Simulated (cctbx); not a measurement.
## Which space group?

Cell: a = 3.5930 Å, b = 3.5930 Å, c = 21.0330 Å, α = 90.00°, β = 90.00°, γ = 90.00°. Expected content of the cell: Ce1 Y3 Ni8 N6 C4 B2.

The data are simulated with cctbx, not measured: Mo Kα, λ = 0.71073 Å, to d = 0.65 Å, 95 % of the full sphere, strongest reflection 20000 counts, noise from counting, a 4 % proportional error and a noise floor of 4 counts (s.d.); no absorption, some extinction.

A first pass over the reflections prints:

```text
3990 reflections to d = 0.650 A
centring   violations  <I/sigma> of those
    A       1065 of  2001      6.7
    B       1079 of  2010      6.7
    C       1100 of  2045      7.0
    I       1129 of  1975      7.3
    R       1404 of  2656      6.7
    F       1622 of  3028      6.8
Laue class    unique    Rint  (classes that these axes allow; Friedel mates merged)
P -1             2082   0.032
P 1 2/m 1        1188   0.037
P 1 1 2/m        1086   0.039
P 2/m 1 1        1190   0.038
P m m m           687   0.041
P 4/m             559   0.043
P 4/m m m         400   0.043
space group    extra absences  I>4sigma  <I/sigma>
P 4 2 2                 0          0         -  acentric
P 4 m m                 0          0         -  acentric
P -4 2 m                0          0         -  acentric
P -4 m 2                0          0         -  acentric
P 4/m m m               0          0         -  centric
Wilson B = 1.20 A^2   <|E^2-1|> = 1.214 (0.968 centric, 0.736 acentric)   E^2>4: 5.6 %
shell (A)         n   <I/sigma>
21.04 - 1.30     68     23.1
 1.30 - 1.03     56     20.4
 1.03 - 0.90     43     22.4
 0.90 - 0.82     53     19.2
 0.82 - 0.76     48     18.0
 0.76 - 0.72     37     18.7
 0.72 - 0.68     53     17.7
 0.68 - 0.65     42     13.2
```

**Question.** What are the lattice type, the Laue class and the likely space group?

Every centring test has many violations, so the lattice is primitive.

Rint stays low (0.032 to 0.043) up to P 4/m m m, the highest class in these axes.

5 settings pass the absence test. No glide or screw absences show, which leaves P 4 2 2, P 4 m m, P -4 2 m, P -4 m 2 and P 4/m m m.

⟨|E²−1|⟩ = 1.214 is above even the centric ideal, a mark of pseudo-translation (a class of systematically weak reflections). The Wilson B of 1.20 Å² means U ≈ 0.0152 Å².

The true group is P4/mmm (no. 123), Laue class 4/mmm, centrosymmetric. The tables only narrow the choice to the tied entries; cell content, site symmetry and trial solutions must settle it.

The model is made up (kin elements in a known structure type, no relaxation), so it says nothing on whether the phase exists.

[Logs are printed without paths, hosts, clocks, repeated set-up lines and the standing remarks that a program may print on its own settings, such as how far it seeks lower states.]
